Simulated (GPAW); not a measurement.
# Dielectric function and optical constants of MoS2

Wanted: where MoS2 starts to absorb, how strongly, and its refractive index. The cell comes from an older database entry, whose edges can differ from later determinations, mostly by under a per cent.

Main program and level: GPAW 26.7.0; DFT, LDA, plane-wave PAW (GPAW data sets), scalar-relativistic, RPA, optical limit.

The database entry behind the starting cell differs from later determinations by our own check (about 0.3 % long), so it need not match the best structure at ambient conditions.

## Step 1: The structure

Symmetry: P6_3/mmc, No. 194, hexagonal system. Conventional cell: a = 3.169 Å, b = 3.169 Å, c = 12.324 Å, α = 90.00°, β = 90.00°, γ = 120.00°. Nearest to Mo lie 6 S at 2.41 Å. Nearest to S lie 3 Mo at 2.41 Å. Farther neighbours and most contacts between anions are not listed.

As a file:

```
Mo S
1.0
     3.16900    0.00000    0.00000
    -1.58450    2.74443    0.00000
     0.00000    0.00000   12.32400
Mo S
2 4
Cartesian
  1.5845 0.9148 9.2430
  0.0000 1.8296 3.0810
  1.5845 0.9148 4.6461
  0.0000 1.8296 10.8081
  1.5845 0.9148 1.5159
  0.0000 1.8296 7.6779
```

## Step 2: Bands for the response

At the fixed density, many empty bands are solved on the mesh of the response, since the spectrum sums over them.

This step: DFT, LDA, plane-wave PAW (GPAW data sets), scalar-relativistic, bands at fixed density (GPAW 26.7.0).

File nscf.py:

```python
from ase.dft.bandgap import bandgap
from gpaw import GPAW, FermiDirac

calc = GPAW('gs.gpw').fixed_density(kpts={'size': (12, 12, 3), 'gamma': True}, nbands=108, convergence={'bands': 102},
                                    occupations=FermiDirac(0.001), txt='nscf.txt')
print('gap (eV)', bandgap(calc, output=None)[0])
print('direct gap (eV)', bandgap(calc, direct=True, output=None)[0])
print('top band over the Fermi level (eV)', min(calc.get_eigenvalues(kpt=k)[101] for k in range(len(calc.get_ibz_k_points()))) - calc.get_fermi_level())
calc.write('full.gpw', mode='all')
```

Run with:

```
$ OMP_NUM_THREADS=1 python nscf.py
```

Numbers of over 12 decimals in the logs are rounded to 6 here.

Output:

```text
Diagonalizing LCAO Hamiltonian
Converting LCAO to pw mode
convergence criteria:
- Maximum integral of absolute [eigenst]ate change: 4e-08 eV^2 / valence electron
maximum number of iterations: 150

SCF iterations
|iter     |      energy | eigst |  dens |
|iter:   1||             | +3.67 |       |
|iter:   2||             | +2.50 |       |
|iter:   3||             | +1.57 |       |
|iter:   4||             | +0.70 |       |
|iter:   5||             | +0.13 |       |
|iter:   6||             | -0.29 |       |
|iter:   7||             | -0.67 |       |
|iter:   8||             | -1.01 |       |
|iter:   9||             | -1.34 |       |
|iter:  10||             | -1.66 |       |
|iter:  11||             | -1.97 |       |
|iter:  12||             | -2.28 |       |
|iter:  13||             | -2.60 |       |
|iter:  14||             | -2.90 |       |
|iter:  15||             | -3.22 |       |
|iter:  16||             | -3.56 |       |
[...]
|iter:  20||             | -4.98 |       |
|iter:  21||             | -5.32 |       |
|iter:  22||             | -5.71 |       |
|iter:  23||             | -6.06 |       |
|iter:  24||             | -6.40 |       |
|iter:  25||             | -6.75 |       |
|iter:  26||             | -7.10 |       |
|iter:  27||             | -7.39 |       |
|iter:  28||             | -7.60c|       |
SCF steps: 28
  __  _  _
 | _ |_)|_||  |
 |__||  | ||/\| - 26.7.0

Versions:
  Python: 3.12.14
  ASE:    3.29.0
  Numpy:  2.5.5
  Scipy:  1.18.1
  Libxc:  7.0.0

Input parameters:
  mode=PW(ecut=500.0),
  convergence={'bands': 102},
  gpts=array([18, 18, 64]),
  kpts=MonkhorstPack(size=(12, 12, 3), gamma=True),
  maxiter=150,
  nbands=108,
  occupations=Occupations(name='fermi-dirac', width=0.001, fixmagmom=False),
  parallel={},
  xc=XC(name='LDA')

--- standard output ---
gap (eV) 0.809349
direct gap (eV) 1.636143
top band over the Fermi level (eV) 34.839965
```

It took 13 min on 1 thread of Arm Neoverse V1, shared host; peak memory 0.46 GiB.

This step gave:

```
gap on the k-mesh      : 0.8093 eV
direct gap on the mesh : 1.636 eV
```

## Step 3: Dielectric function, RPA

Local fields let the induced charge screen the field inside the cell, which as a rule lowers ε, most along directions where the density is uneven.

This step: DFT, LDA, plane-wave PAW (GPAW data sets), scalar-relativistic, RPA, optical limit (GPAW 26.7.0).

File df.py:

```python
from gpaw.response.df import DielectricFunction

df = DielectricFunction('full.gpw', frequencies={'type': 'nonlinear', 'domega0': 0.03, 'omega2': 8},
                        ecut=50,
                        eta=0.15,
                        nbands=102,
                        txt='df.txt')
for direction in ['x', 'z']:
    df.get_dielectric_function(xc='RPA', direction=direction, filename=f'df_{direction}.csv')
```

Run with:

```
$ OMP_NUM_THREADS=1 python df.py
```

Output:

```text
Using integrator: PointIntegrator
NonLinearFrequencyDescriptor(from 0.000 to 99.342 eV, 540 points)
Nonperiodic BCs:  [False False False]
Using integrator: PointIntegrator
NonLinearFrequencyDescriptor(from 0.000 to 99.342 eV, 540 points)
Nonperiodic BCs:  [False False False]

Calculating chi0 body with:
    Ground state adapter containing:
    Number of spins: 1
    Number of kpoints: 432
    Number of irreducible kpoints: 50
    Number of completely occupied states: 26
    Number of partially occupied states: 26

    Linear response parametrization:
    q_c: [0.0, 0.0, 0.0]
    Number of frequency points: 540
    Planewave cutoff: 50.0
    Number of bands: 102
    Number of planewaves: 81
    Broadening (eta): 0.15

Integrating chi0 body.

Symmetries of q_c:
    Direct symmetries (Uq -> q): 12
    Indirect symmetries (TUq -> q): 0
In total 12 allowed symmetries.

50 groups of equivalent kpoints. 88.425926% reduction.

Integral kind: spectral function

Calculating chi0 optical extensions with:
    Ground state adapter containing:
    Number of spins: 1
    Number of kpoints: 432
    Number of irreducible kpoints: 50
    Number of completely occupied states: 26
    Number of partially occupied states: 26

    Linear response parametrization:
    Number of frequency points: 540
    Planewave cutoff: 50.0
    Number of bands: 102
    Number of planewaves: 81
    Broadening (eta): 0.15
Integrating chi0 head and wings.

Symmetries of q_c:
    Direct symmetries (Uq -> q): 12
    Indirect symmetries (TUq -> q): 0
In total 12 allowed symmetries.

50 groups of equivalent kpoints. 88.425926% reduction.

Integral kind: spectral function wings
```

Elapsed: 86 s, on 1 thread; peak memory 0.44 GiB.

Read-outs, printed or worked out from the files:

| Item | Value |
| --- | --- |
| electronic dielectric constant ε∞, mean over x, y and z (by symmetry where fewer were run) | 11.45 |
| main peak of Im epsilon, first axis | 2.937 eV |

Some rows of df_x.csv (energy; Re and Im without local fields; Re and Im with them):

```text
0.000000, 14.885131, 0.000000, 14.047203, 0.000000
0.429336, 15.140249, 0.186296, 14.277277, 0.167645
0.878195, 16.061995, 0.469764, 15.103406, 0.418331
1.347938, 18.338783, 1.251089, 17.110870, 1.084195
1.840057, 21.463894, 4.841214, 19.856967, 4.018423
2.356191, 22.051531, 16.102986, 21.746430, 13.070280
2.898142, 9.187757, 21.096703, 11.509268, 21.782969
3.467895, 4.431905, 13.397859, 3.736190, 14.401760
4.067647, 3.282243, 15.075495, 2.233434, 14.975772
4.699832, -0.014298, 12.158150, -0.583611, 11.488604
5.367152, -1.580093, 10.601935, -1.727179, 9.604532
6.072622, -2.726708, 6.889555, -2.287783, 6.396261
6.819608, -2.100895, 4.988881, -2.128760, 4.938448
7.611886, -1.497220, 3.731751, -1.593955, 3.698424
8.453705, 0.357293, 2.243738, -0.050591, 2.194591
9.349861, 1.552054, 3.373284, 0.873787, 2.941628
10.305790, 0.395667, 5.084561, 0.205548, 4.020031
11.327680, -1.770903, 4.293803, -1.323433, 3.616792
12.422601, -1.360645, 2.801803, -1.048247, 2.317067
13.598673, -1.112674, 2.286929, -0.761092, 1.755187
```

The Im ε has structure finer than the step of the table below, so its rows give means over 0.5 eV, whole bins alone (the curve runs from 0 to 14.0 eV). Peaks (eV: height): E ∥ x 2.94: 21.9; E ∥ z 2.66: 5.13, 7.61: 4.83, 9.48: 7.58.

Values under the direct gap are tails of Lorentzian lines. The Im ε by photon energy; means over each step:

```
photon energy (eV)  E ∥ x   E ∥ z
               0.5  0.204  0.0449
               1.0  0.545   0.110
               1.5   1.99   0.257
               2.0   6.51    1.08
               2.5   16.0    4.62
               3.0   20.7    3.92
               3.5   14.9    3.21
               4.0   14.3    3.23
               4.5   12.5    2.76
               5.0   10.2    2.59
               5.5   8.88    2.72
               6.0   6.63    3.00
               6.5   5.69    3.00
               7.0   4.63    3.49
               7.5   3.75    4.40
               8.0   2.57    3.79
               8.5   2.21    3.46
               9.0   2.79    5.26
               9.5   3.35    7.31
              10.0   3.96    6.95
              10.5   4.00    5.89
              11.0   3.95    5.76
              11.5   3.17    5.23
              12.0   2.76    4.01
              12.5   2.33    3.29
              13.0   2.29    2.53
              13.5   1.80    1.83
```

Table of Re ε by photon energy:

```
photon energy (eV)   E ∥ x    E ∥ z
               0.0    14.0     6.26
               0.5    14.4     6.33
               1.0    15.5     6.57
               1.5    18.2     7.10
               2.0    21.9     8.45
               2.5    19.9     7.39
               3.0    8.42     5.22
               3.5    3.89     4.36
               4.0    3.25     4.30
               4.5  -0.572     4.05
               5.0   -1.50     4.42
               5.5   -2.49     4.36
               6.0   -2.36     4.59
               6.5   -2.02     4.55
               7.0   -1.83     4.80
               7.5   -1.62     4.60
               8.0   -1.42     3.52
               8.5  0.0357     4.37
               9.0   0.950     5.46
               9.5    1.18     3.13
              10.0   0.439     1.31
              10.5  -0.130   0.0861
              11.0  -0.507  0.00350
              11.5   -1.31   -0.859
              12.0   -1.04    -1.55
              12.5  -0.961    -1.50
              13.0   -1.03    -1.56
              13.5  -0.848   -0.723
```

Values under the direct gap are tails of Lorentzian lines. Table of Im ε, E ∥ x by photon energy; read off at these points:

```
photon energy (eV)  without local fields  with local fields
              0.00                     0                  0
              0.50                 0.222              0.199
              1.00                 0.589              0.522
              1.50                  2.05               1.75
              2.00                  7.33               5.85
              2.50                  19.1               16.2
              2.74                  21.7               20.8
              2.94                  20.9               21.9
              3.00                  20.2               21.6
              3.50                  13.4               14.3
              4.00                  14.9               14.9
              4.50                  13.0               12.3
              5.00                  10.5               9.75
              5.50                 10.00               9.13
              6.00                  7.23               6.62
              6.50                  5.89               5.85
              7.00                  4.75               4.65
              7.50                  3.80               3.73
              8.00                  2.47               2.46
              8.50                  2.26               2.20
              9.00                  3.07               2.79
              9.50                  3.91               3.30
             10.00                  4.97               3.99
             10.38                  5.14               4.08
             10.50                  5.06               4.08
             11.00                  5.05               4.00
             11.50                  3.67               3.07
             12.00                  3.34               2.80
             12.50                  2.74               2.24
             13.00                  2.79               2.34
             13.50                  2.24               1.75
```

The reflectivity at normal incidence has structure finer than the step of the table below, so its rows give means over 0.5 eV, whole bins alone (the curve runs from 0 to 14.0 eV). Peaks (eV: height): E ∥ x 2.98: 50.5, 5.61: 47.8, 11.40: 37.1, 13.25: 36.9; E ∥ z 2.36: 28.3, 7.55: 23.2, 10.38: 33.7, 13.08: 41.2.

The reflectivity at normal incidence by photon energy; means over each step:

```
photon energy (eV)  E ∥ x (%)  E ∥ z (%)
               0.5       34.0       18.6
               1.0       35.4       19.3
               1.5       38.6       20.7
               2.0       42.8       24.2
               2.5       47.3       26.8
               3.0       50.0       21.5
               3.5       45.2       18.7
               4.0       45.2       18.6
               4.5       46.4       16.6
               5.0       45.3       16.7
               5.5       46.7       17.1
               6.0       44.7       18.1
               6.5       42.7       18.0
               7.0       42.0       19.8
               7.5       39.9       22.1
               8.0       37.4       19.4
               8.5       20.9       19.2
               9.0       17.9       25.3
               9.5       20.0       31.1
              10.0       25.1       32.7
              10.5       28.2       32.3
              11.0       31.3       33.2
              11.5       35.7       36.8
              12.0       34.0       38.3
              12.5       32.9       38.1
              13.0       33.9       39.2
              13.5       33.3       31.0
```

Values under the direct gap are tails of Lorentzian lines. Loss function −Im 1/ε at q → 0 against energy loss; read off at these points:

```
energy loss (eV)    E ∥ x    E ∥ z
            0.00        0        0
            0.50   9.7e-4  0.00110
            1.00  0.00218  0.00248
            1.50  0.00522  0.00481
            2.00   0.0114   0.0119
            2.50   0.0245   0.0622
            3.00   0.0403   0.0905
            3.50   0.0650    0.107
            4.00   0.0640    0.113
            4.50   0.0813    0.115
            5.00    0.100   0.0974
            5.50    0.102    0.104
            6.00    0.134    0.101
            6.50    0.153   0.0997
            7.00    0.186   0.0991
            7.50    0.225    0.109
            8.00    0.306    0.142
            8.33    0.461    0.129
            8.50    0.454    0.110
            9.00    0.322   0.0912
            9.50    0.268    0.113
           10.00    0.247    0.138
           10.50    0.245    0.175
           11.00    0.246    0.173
           11.50    0.276    0.183
           12.00    0.314    0.220
           12.50    0.377    0.251
           13.00    0.359    0.281
           13.50    0.462    0.474
```

Optical constants at common wavelengths, from n + ik = √ε:

```
wavelength (nm)   n x    k x  R (%) x   1/α x   n z    k z  R (%) z   1/α z
           1550  3.86  0.047     34.6  2.6 µm  2.54  0.015     18.9  8.0 µm
            633  4.66  0.548     42.3   92 nm  2.88  0.129     23.6  390 nm
            532  4.84  1.290     45.9   33 nm  3.12  0.639     28.2   66 nm
            450  4.57  2.294     49.6   16 nm  2.49  0.961     24.0   37 nm
            365  3.05  2.468     45.8   12 nm  2.21  0.780     19.0   37 nm
            248  2.05  2.385     45.3  8.3 nm  2.18  0.578     16.5   34 nm
            193  1.47  2.012     42.1  7.6 nm  2.21  0.654     17.6   23 nm
```

Below the direct gap, k and the depth come from the tails of the Lorentzian lines, not from transitions.

Rows near the edge hang on the gap, which this functional as a rule makes too small, and phonon-assisted absorption is left out.

## Step 4: Results

```yaml
electronic_dielectric_constant_eps_infinity_mean_over_x_y_and_z_by_symmetry_where_fewer_were_run_rpa: 11.5
main_peak_of_im_epsilon_first_axis: 2.94 eV
```

In words: At this level (LDA, RPA) MoS2 has a mean ε∞ = 11.5 and n = 3.86 at 1550 nm (E ∥ x), and Im ε peaks at 2.9 eV (E ∥ x). On the mesh the gap is 0.81 eV and the least direct gap 1.64 eV, so on this mesh the band edges lie at different points. Local fields change the static value along x from 14.88 to 14.05 (-6 %). Distinct maxima of Im ε, read by a parabola through the highest points, lie at 2.94 eV (22), 4.04 eV (15) and 10.45 eV (4.1) for E ∥ x. The static values by axis are 14.05 (x), 6.26 (z). Excitons and phonon-assisted transitions are missing; LDA gaps are as a rule too small, which pulls the onset down and ε∞ up. The sum runs over mesh points, so small or evenly spaced maxima can still be ripples of the mesh. In this version of GPAW the matrix elements of the optical limit are incomplete, which can lower ε − 1 by up to a tenth where first-row anions or d states rule, and shift it by more in d metals.

[Machine, clock and banner lines and Python warnings are left out of the logs.]

[Logs are printed without paths, hosts, clocks, repeated set-up lines and the standing remarks that a program may print on its own settings, such as how far it seeks lower states.]

[Hosts, paths, dates, database ids (printed as entryN), source tags and the programs' standing remarks are cut or masked in the printed files.]
